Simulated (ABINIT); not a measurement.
# Beyond one shot: Be3N2 (P6_3/mmc)

Aim: iterate the self-energy on Be3N2 (P6_3/mmc) and follow the gap from cycle to cycle.

Program: ABINIT 10.8.3. Level of theory: LDA and many-body steps on it, plane waves. Results are calculated unless marked as measured.

This is a report of a sequence of runs, with most program output left out.

### Step 1. The structure

The structure is hexagonal, space group P6_3/mmc (No. 194). Conventional cell: a = 2.842 Å, b = 2.842 Å, c = 9.747 Å, α = 90.00°, β = 90.00°, γ = 120.00°. Nearest to Be lie 4 N at 1.67 to 1.81 Å. Nearest to Be lie 3 N at 1.64 Å. N has 6 Be at 1.81 Å nearest. N has 5 Be at 1.64 to 1.67 Å nearest. Farther neighbours and most contacts between anions are not listed.

The cell and positions are those that the Materials Project relaxed with its own functionals (PBE, PBE+U or r2SCAN), kept fixed.

### Step 2. Empty states on the mesh, 3×3×1 mesh, 125 bands

This step: ABINIT 10.8.3; DFT, LDA, plane waves, norm-conserving pseudopotentials.

The sums over transitions need many empty states on a uniform mesh; this step solves for them.

Contents of run.abi:

```
acell 3*1.0 Angstrom
rprim 
  2.841679226310 0.000000000023 0.000000000000
  -1.420839613175 2.460966399380 0.000000000000
  0.000000000000 0.000000000000 9.746841010000
ntypat 2
znucl 4 7
natom 10
typat 1 1 1 1 1 1 2 2 2 2
xred 
  0.333333333333 0.666666666667 0.078485970000
  0.666666666667 0.333333333333 0.578485970000
  0.666666666667 0.333333333333 0.921514030000
  0.333333333333 0.666666666667 0.421514030000
  0.000000000000 0.000000000000 0.250000000000
  0.000000000000 0.000000000000 0.750000000000
  0.000000000000 0.000000000000 0.000000000000
  0.000000000000 0.000000000000 0.500000000000
  0.333333333333 0.666666666667 0.250000000000
  0.666666666667 0.333333333333 0.750000000000
pp_dirpath "pseudos"
pseudos "Be.upf, N.upf"
ecut 38
ngkpt 3 3 1
nshiftk 1
shiftk 0 0 0
kptopt 1
chksymbreak 0
iscf -2
irdden 1
istwfk *1
nband 125
nbdbuf 10
tolwfr 1e-09
nstep 60
prtvol 0
indata_prefix "in"
outdata_prefix "out"
tmpdata_prefix "tmp"
```

Started as:

```console
$ OMP_NUM_THREADS=2 mpirun -n 3 abinit run.abi > log
```

Run time: 19 s. Hardware: 3 MPI ranks of INTEL XEON PLATINUM 8581C at 2.10GHz (Emerald Rapids), shared host; peak memory 0.29 GiB.

Numbers from this step:

```
gap                                                           : 4.608 eV
k of the valence top                                          : 0, 0, 0
k of the conduction bottom                                    : 0.3333, 0, 0
least direct gap                                              : 5.687 eV
k points computed                                             : 3
lowest point of the top converged band, above the valence top : 59.2019 eV
```

On this mesh the gap is 4.608 eV.

The density comes from a self-consistent run that is not shown.

### Step 3. Screening, 3×3×1 mesh, 115 bands, screening to 106.1 eV

The RPA dielectric matrix is built and inverted for each q.

This step: RPA screening on LDA, plane waves, norm-conserving pseudopotentials.

run.abi, as its differences from that of step 2:

```diff
@@ -28,10 +28,11 @@
 chksymbreak 0
-iscf -2
-irdden 1
 istwfk *1
-nband 125
-nbdbuf 10
-tolwfr 1e-09
-nstep 60
-prtvol 0
+occopt 1
+irdwfk 1
+optdriver 3
+nband 115
+ecuteps 3.9
+inclvkb 2
+awtr 1
+symchi 1
 indata_prefix "in"
```

Started as:

```console
$ OMP_NUM_THREADS=1 mpirun -n 8 abinit run.abi > log
```

Elapsed: 5.8 s, on 8 MPI ranks; peak memory 1 GiB; 45 s of CPU time.

Numbers from this step:

* ε∞ with local fields, on this mesh, along the program's q direction: 5.066
* the same without local fields: 5.485
* plasma frequency: 29.83 eV
* plane waves in the screening matrix: 191

Local fields lower ε∞ by 8 %. On a Γ-centred mesh this coarse the value itself is usually too large, while a short band sum pulls it down.

### Step 4. G0W0

The self-energy is evaluated for the states that the input lists, and the levels follow from it, in one-shot runs by the linearised quasiparticle equation.

This step: G0W0 on LDA, plane waves, norm-conserving pseudopotentials.

run.abi, as its differences from that of step 3:

```diff
@@ -31,8 +31,17 @@
 irdwfk 1
-optdriver 3
+optdriver 4
 nband 115
+gwcalctyp 0
+ecutsigx 38
+symsigma 1
+nkptgw 2
+kptgw 
+  0.0000000000 0.0000000000 0.0000000000
+  0.3333333333 0.0000000000 0.0000000000
+bdgw 
+  21 24
+  21 24
 ecuteps 3.9
-inclvkb 2
-awtr 1
-symchi 1
+irdscr 1
+ppmodel 1
 indata_prefix "in"
```

The job ended after 3.6 s (8 MPI ranks; peak memory 0.98 GiB; 27 s of CPU time).

Numbers from this step:

* G0W0 gap on the points computed: 6.188 eV
* starting gap on the mesh: 4.608 eV
* k of the valence top: 0, 0, 0
* k of the conduction bottom: 0.3333, 0, 0
* Z at the valence top: 0.808
* Z at the conduction bottom: 0.838
* least direct G0W0 gap on the computed points: 7.367 eV

The gap on the mesh goes from 4.61 eV to 6.19 eV, a correction of +1.58 eV.

### Step 5. evGW0, cycle 1

This step: evGW0 on LDA, plane waves, norm-conserving pseudopotentials.

run.abi, as its differences from that of step 4:

```diff
@@ -33,6 +33,6 @@
 nband 115
-gwcalctyp 0
+gwcalctyp 10
 ecutsigx 38
 symsigma 1
-nkptgw 2
+nkptgw 3
 kptgw 
@@ -40,5 +40,7 @@
   0.3333333333 0.0000000000 0.0000000000
+  0.3333333333 0.3333333333 0.0000000000
 bdgw 
-  21 24
-  21 24
+  11 27
+  11 27
+  11 27
 ecuteps 3.9
```

Elapsed: 8.9 s, on 8 MPI ranks; peak memory 1.5 GiB; 70 s of CPU time.

This step gave:

```yaml
quasiparticle_gap_on_the_points_computed: 6.514 eV
gap_of_the_density_functional_on_the_mesh: 4.608 eV
k_of_the_valence_top: 0, 0, 0
k_of_the_conduction_bottom: 0.3333, 0, 0
z_at_the_valence_top: 0.808
z_at_the_conduction_bottom: 0.838
least_direct_quasiparticle_gap_on_the_computed_points: 7.717 eV
```

Against G0W0 in ABINIT (3×3×1 mesh, 115 bands, screening to 106.1 eV, Godby-Needs plasmon pole), the gap moves by +0.326 eV. This first cycle still uses the starting levels; it takes the full correction, at all points of the mesh, and its linearised value is 6.188 eV.

### Step 6. evGW0, cycle 2

The corrected levels of the last cycle go back in.

run.abi, as its differences from that of step 5:

```diff
@@ -48,2 +48,3 @@
 ppmodel 1
+irdqps 1
 indata_prefix "in"
```

It took 9.7 s on 8 MPI ranks; peak memory 1.5 GiB; 76 s of CPU time.

This step gave:

| Quantity | Value |
| --- | --- |
| quasiparticle gap on the points computed | 6.396 eV |
| gap of the density functional on the mesh | 4.608 eV |
| k of the valence top | 0, 0, 0 |
| k of the conduction bottom | 0.3333, 0, 0 |
| least direct quasiparticle gap on the computed points | 7.583 eV |

Against the cycle before, the gap moves by −0.118 eV.

### Step 7. evGW0, cycle 3

run.abi is that of step 6.

Elapsed: 9.4 s, on 8 MPI ranks; peak memory 1.5 GiB; 74 s of CPU time.

This step gave:

* quasiparticle gap on the points computed: 6.4 eV
* gap of the density functional on the mesh: 4.608 eV
* k of the valence top: 0, 0, 0
* k of the conduction bottom: 0.3333, 0, 0
* least direct quasiparticle gap on the computed points: 7.589 eV

Against the cycle before, the gap moves by +0.004 eV.

### Step 8. Screening, 3×3×1 mesh, 115 bands, screening to 106.1 eV

This step: RPA screening on LDA, plane waves, norm-conserving pseudopotentials.

run.abi, as its differences from that of step 7:

```diff
@@ -31,20 +31,13 @@
 irdwfk 1
-optdriver 4
+optdriver 3
 nband 115
+ecuteps 3.9
+inclvkb 2
+awtr 1
+symchi 1
 gwcalctyp 10
-ecutsigx 38
-symsigma 1
-nkptgw 3
-kptgw 
-  0.0000000000 0.0000000000 0.0000000000
-  0.3333333333 0.0000000000 0.0000000000
-  0.3333333333 0.3333333333 0.0000000000
-bdgw 
-  11 27
-  11 27
-  11 27
-ecuteps 3.9
-irdscr 1
-ppmodel 1
-irdqps 1
+mbpt_sciss 1.866 eV
+nqptdm 1
+qptdm 
+  0 0 0
 indata_prefix "in"
```

Elapsed: 4.7 s, on 8 MPI ranks; peak memory 1 GiB.

Numbers from this step:

```yaml
eps_infinity_with_local_fields_on_this_mesh_along_the_program_s_q_direction: 4.443
the_same_without_local_fields: 4.760
plasma_frequency: 29.83 eV
plane_waves_in_the_screening_matrix: 191
```

This screening uses the functional's bands under a rigid shift, the mean opening of the cycle before.

### Step 9. Screening, 3×3×1 mesh, 115 bands, screening to 106.1 eV

This step: RPA screening on LDA from quasiparticle energies, plane waves, norm-conserving pseudopotentials.

run.abi, as its differences from that of step 8:

```diff
@@ -37,7 +37,8 @@
 symchi 1
+irdqps 1
 gwcalctyp 10
-mbpt_sciss 1.866 eV
-nqptdm 1
+nqptdm 2
 qptdm 
-  0 0 0
+  0.3333333333 0.0000000000 0.0000000000
+  0.3333333333 0.3333333333 0.0000000000
 indata_prefix "in"
```

Contents of mrgscr.stdin:

```
2
merged
q0_SCR
out_SCR
1
```

Started as:

```console
$ OMP_NUM_THREADS=1 mpirun -n 8 abinit run.abi > log; mrgscr < mrgscr.stdin
```

Run time: 3.4 s. Hardware: 8 MPI ranks; peak memory 0.95 GiB; 26 s of CPU time.

This step gave:

* plasma frequency: 29.83 eV
* plane waves in the screening matrix: 191

This screening reads the quasiparticle levels of the cycle before.

### Step 10. evGW, cycle 1

This step: evGW on LDA, plane waves, norm-conserving pseudopotentials.

run.abi, as its differences from that of step 9:

```diff
@@ -31,14 +31,20 @@
 irdwfk 1
-optdriver 3
+optdriver 4
 nband 115
-ecuteps 3.9
-inclvkb 2
-awtr 1
-symchi 1
-irdqps 1
 gwcalctyp 10
-nqptdm 2
-qptdm 
+ecutsigx 38
+symsigma 1
+nkptgw 3
+kptgw 
+  0.0000000000 0.0000000000 0.0000000000
   0.3333333333 0.0000000000 0.0000000000
   0.3333333333 0.3333333333 0.0000000000
+bdgw 
+  11 27
+  11 27
+  11 27
+ecuteps 3.9
+irdscr 1
+ppmodel 1
+irdqps 1
 indata_prefix "in"
```

Started as:

```console
$ OMP_NUM_THREADS=1 mpirun -n 8 abinit run.abi > log
```

Wall time 9.2 s (8 MPI ranks); peak memory 1.5 GiB; 72 s of CPU time.

This step gave:

- quasiparticle gap on the points computed: 6.676 eV
- gap of the density functional on the mesh: 4.608 eV
- k of the valence top: 0, 0, 0
- k of the conduction bottom: 0.3333, 0, 0
- least direct quasiparticle gap on the computed points: 7.872 eV

Against G0W0 in ABINIT (3×3×1 mesh, 115 bands, screening to 106.1 eV, Godby-Needs plasmon pole), the gap moves by +0.488 eV.

### Step 11. Screening, 3×3×1 mesh, 115 bands, screening to 106.1 eV

This step: RPA screening on LDA, plane waves, norm-conserving pseudopotentials.

run.abi, as its differences from that of step 10:

```diff
@@ -31,20 +31,13 @@
 irdwfk 1
-optdriver 4
+optdriver 3
 nband 115
+ecuteps 3.9
+inclvkb 2
+awtr 1
+symchi 1
 gwcalctyp 10
-ecutsigx 38
-symsigma 1
-nkptgw 3
-kptgw 
-  0.0000000000 0.0000000000 0.0000000000
-  0.3333333333 0.0000000000 0.0000000000
-  0.3333333333 0.3333333333 0.0000000000
-bdgw 
-  11 27
-  11 27
-  11 27
-ecuteps 3.9
-irdscr 1
-ppmodel 1
-irdqps 1
+mbpt_sciss 2.154 eV
+nqptdm 1
+qptdm 
+  0 0 0
 indata_prefix "in"
```

It took 4.7 s on 8 MPI ranks; peak memory 1 GiB.

This step gave:

| Property | Result |
| --- | --- |
| ε∞ with local fields, on this mesh, along the program's q direction | 4.365 |
| the same without local fields | 4.670 |
| plasma frequency | 29.83 eV |
| plane waves in the screening matrix | 191 |

This screening uses the functional's bands under a rigid shift, the mean opening of the cycle before.

### Step 12. Screening, 3×3×1 mesh, 115 bands, screening to 106.1 eV

This step: RPA screening on LDA from quasiparticle energies, plane waves, norm-conserving pseudopotentials.

run.abi, as its differences from that of step 11:

```diff
@@ -37,7 +37,8 @@
 symchi 1
+irdqps 1
 gwcalctyp 10
-mbpt_sciss 2.154 eV
-nqptdm 1
+nqptdm 2
 qptdm 
-  0 0 0
+  0.3333333333 0.0000000000 0.0000000000
+  0.3333333333 0.3333333333 0.0000000000
 indata_prefix "in"
```

mrgscr.stdin is that of step 9.

Started as:

```console
$ OMP_NUM_THREADS=1 mpirun -n 8 abinit run.abi > log; mrgscr < mrgscr.stdin
```

Wall time 3.5 s (8 MPI ranks); peak memory 0.95 GiB.

Numbers from this step:

```
plasma frequency                    : 29.83 eV
plane waves in the screening matrix : 191
```

This screening reads the quasiparticle levels of the cycle before.

### Step 13. evGW, cycle 2

This step: evGW on LDA, plane waves, norm-conserving pseudopotentials.

run.abi, as its differences from that of step 12:

```diff
@@ -31,14 +31,20 @@
 irdwfk 1
-optdriver 3
+optdriver 4
 nband 115
-ecuteps 3.9
-inclvkb 2
-awtr 1
-symchi 1
-irdqps 1
 gwcalctyp 10
-nqptdm 2
-qptdm 
+ecutsigx 38
+symsigma 1
+nkptgw 3
+kptgw 
+  0.0000000000 0.0000000000 0.0000000000
   0.3333333333 0.0000000000 0.0000000000
   0.3333333333 0.3333333333 0.0000000000
+bdgw 
+  11 27
+  11 27
+  11 27
+ecuteps 3.9
+irdscr 1
+ppmodel 1
+irdqps 1
 indata_prefix "in"
```

Started as:

```console
$ OMP_NUM_THREADS=1 mpirun -n 8 abinit run.abi > log
```

Run time: 8.9 s. Hardware: 8 MPI ranks; peak memory 1.5 GiB.

This step gave:

| Property | Result |
| --- | --- |
| quasiparticle gap on the points computed | 6.699 eV |
| gap of the density functional on the mesh | 4.608 eV |
| k of the valence top | 0, 0, 0 |
| k of the conduction bottom | 0.3333, 0, 0 |
| least direct quasiparticle gap on the computed points | 7.894 eV |

Against the cycle before, the gap moves by +0.023 eV.

### Step 14. Screening, 3×3×1 mesh, 115 bands, screening to 106.1 eV

This step: RPA screening on LDA, plane waves, norm-conserving pseudopotentials.

run.abi, as its differences from that of step 13:

```diff
@@ -31,20 +31,13 @@
 irdwfk 1
-optdriver 4
+optdriver 3
 nband 115
+ecuteps 3.9
+inclvkb 2
+awtr 1
+symchi 1
 gwcalctyp 10
-ecutsigx 38
-symsigma 1
-nkptgw 3
-kptgw 
-  0.0000000000 0.0000000000 0.0000000000
-  0.3333333333 0.0000000000 0.0000000000
-  0.3333333333 0.3333333333 0.0000000000
-bdgw 
-  11 27
-  11 27
-  11 27
-ecuteps 3.9
-irdscr 1
-ppmodel 1
-irdqps 1
+mbpt_sciss 2.177 eV
+nqptdm 1
+qptdm 
+  0 0 0
 indata_prefix "in"
```

Wall time 4.6 s (8 MPI ranks); peak memory 1 GiB; 35 s of CPU time.

Numbers from this step:

```
ε∞ with local fields, on this mesh, along the program's q direction : 4.359
the same without local fields                                       : 4.663
plasma frequency                                                    : 29.83 eV
plane waves in the screening matrix                                 : 191
```

This screening uses the functional's bands under a rigid shift, the mean opening of the cycle before.

### Step 15. Screening, 3×3×1 mesh, 115 bands, screening to 106.1 eV

This step: RPA screening on LDA from quasiparticle energies, plane waves, norm-conserving pseudopotentials.

run.abi, as its differences from that of step 14:

```diff
@@ -37,7 +37,8 @@
 symchi 1
+irdqps 1
 gwcalctyp 10
-mbpt_sciss 2.177 eV
-nqptdm 1
+nqptdm 2
 qptdm 
-  0 0 0
+  0.3333333333 0.0000000000 0.0000000000
+  0.3333333333 0.3333333333 0.0000000000
 indata_prefix "in"
```

mrgscr.stdin is that of step 12.

Started as:

```console
$ OMP_NUM_THREADS=1 mpirun -n 8 abinit run.abi > log; mrgscr < mrgscr.stdin
```

Wall time 3.5 s (8 MPI ranks); peak memory 0.95 GiB.

Numbers from this step:

```
plasma frequency                    : 29.83 eV
plane waves in the screening matrix : 191
```

This screening reads the quasiparticle levels of the cycle before.

### Step 16. evGW, cycle 3

This step: evGW on LDA, plane waves, norm-conserving pseudopotentials.

run.abi, as its differences from that of step 15:

```diff
@@ -31,14 +31,20 @@
 irdwfk 1
-optdriver 3
+optdriver 4
 nband 115
-ecuteps 3.9
-inclvkb 2
-awtr 1
-symchi 1
-irdqps 1
 gwcalctyp 10
-nqptdm 2
-qptdm 
+ecutsigx 38
+symsigma 1
+nkptgw 3
+kptgw 
+  0.0000000000 0.0000000000 0.0000000000
   0.3333333333 0.0000000000 0.0000000000
   0.3333333333 0.3333333333 0.0000000000
+bdgw 
+  11 27
+  11 27
+  11 27
+ecuteps 3.9
+irdscr 1
+ppmodel 1
+irdqps 1
 indata_prefix "in"
```

Started as:

```console
$ OMP_NUM_THREADS=1 mpirun -n 8 abinit run.abi > log
```

Wall time 8.9 s (8 MPI ranks); peak memory 1.5 GiB.

This step gave:

* quasiparticle gap on the points computed: 6.7 eV
* gap of the density functional on the mesh: 4.608 eV
* k of the valence top: 0, 0, 0
* k of the conduction bottom: 0.3333, 0, 0
* least direct quasiparticle gap on the computed points: 7.896 eV

Against the cycle before, the gap moves by +0.001 eV.

### Step 17. The runs together

Times are wall times on 8 MPI ranks of INTEL XEON PLATINUM 8581C at 2.10GHz (Emerald Rapids), shared host, good to a factor of about two. A run's time includes the screening step that it read.

```tsv
run	mesh	bands	screening cutoff (eV)	DFT gap (eV)	gap on the mesh (eV)	direct (eV)	ε∞ used	time
G0W0	3×3×1	115	106.1	4.608	6.188	7.367	5.07	9.4 s
evGW0, cycle 1	3×3×1	115	106.1	4.608	6.514	7.717	5.07	15 s
evGW0, cycle 2	3×3×1	115	106.1	4.608	6.396	7.583	5.07	15 s
evGW0, cycle 3	3×3×1	115	106.1	4.608	6.400	7.589	5.07	15 s
evGW, cycle 1	3×3×1	115	106.1	4.608	6.676	7.872	4.44	17 s
evGW, cycle 2	3×3×1	115	106.1	4.608	6.699	7.894	4.37	17 s
evGW, cycle 3	3×3×1	115	106.1	4.608	6.700	7.896	4.36	17 s
```

### Step 18. Results

```yaml
g0w0: 6.188 eV
evgw0_cycle_1: 6.514 eV
evgw0_cycle_2: 6.396 eV
evgw0_cycle_3: 6.400 eV
evgw_cycle_1: 6.676 eV
evgw_cycle_2: 6.699 eV
evgw_cycle_3: 6.700 eV
known_limits: not at the basis limit; coarse k mesh
```

What this shows: Only the bands that the input lists are updated; the others, empty or deep, keep the functional's energies or take a rigid shift. The evGW loop starts from the last levels of evGW0, so its cycles and time come on top of those. evGW0 ends at 6.40 eV, +0.21 eV from G0W0, after 3 cycles that took 28 s beside the first screening; the last moved the gap by 0.004 eV. evGW ends at 6.70 eV, +0.51 eV from G0W0, after 3 cycles that took 51 s beside the first screening; the last moved the gap by 0.001 eV. The first cycle of evGW0 takes the full correction, without the factor Z, so it overshoots the one-shot value. Bands and cutoff are finite, so the gap is not at the basis limit. The miss can reach some tenths of an eV and take either sign; the mesh is an error of its own. In the G0W0 runs levels were corrected at 2 k points alone, so a gap called «on the mesh» is the least over those, and an edge elsewhere would be missed. A denser mesh or path gives a starting gap of 3.29 eV: the GW mesh misses a band edge, so its gaps are not the fundamental one. The 3×3×1 mesh is coarse for this cell, which bears on the long-range parts of exchange and screening. In the updated screening the q = 0 part is built from Kohn-Sham bands under a rigid shift, the other q from the quasiparticle levels.

[Paths, hosts, dates, memory and timing lines, banners, echoed tables and standing remarks are left out of the program output.]

[Logs are printed without paths, hosts, clocks, repeated set-up lines and the standing remarks that a program may print on its own settings, such as how far it seeks lower states.]

[Runs of the session that timed out or met a known fault of the program may be left out.]

[Hosts, paths, dates, database ids (printed as entryN), source tags and the programs' standing remarks are cut or masked in the printed files.]

[G0W0 gaps are taken among the corrected bands and points alone; a level outside them can change the order at an edge.]

[Where Ansatz stands beside ABINIT at settings called matched, ABINIT's density can come from a denser mesh and the files from another edition; pairs whose starting gaps differed by over 0.03 eV were left out, so agreement reads better than it is.]
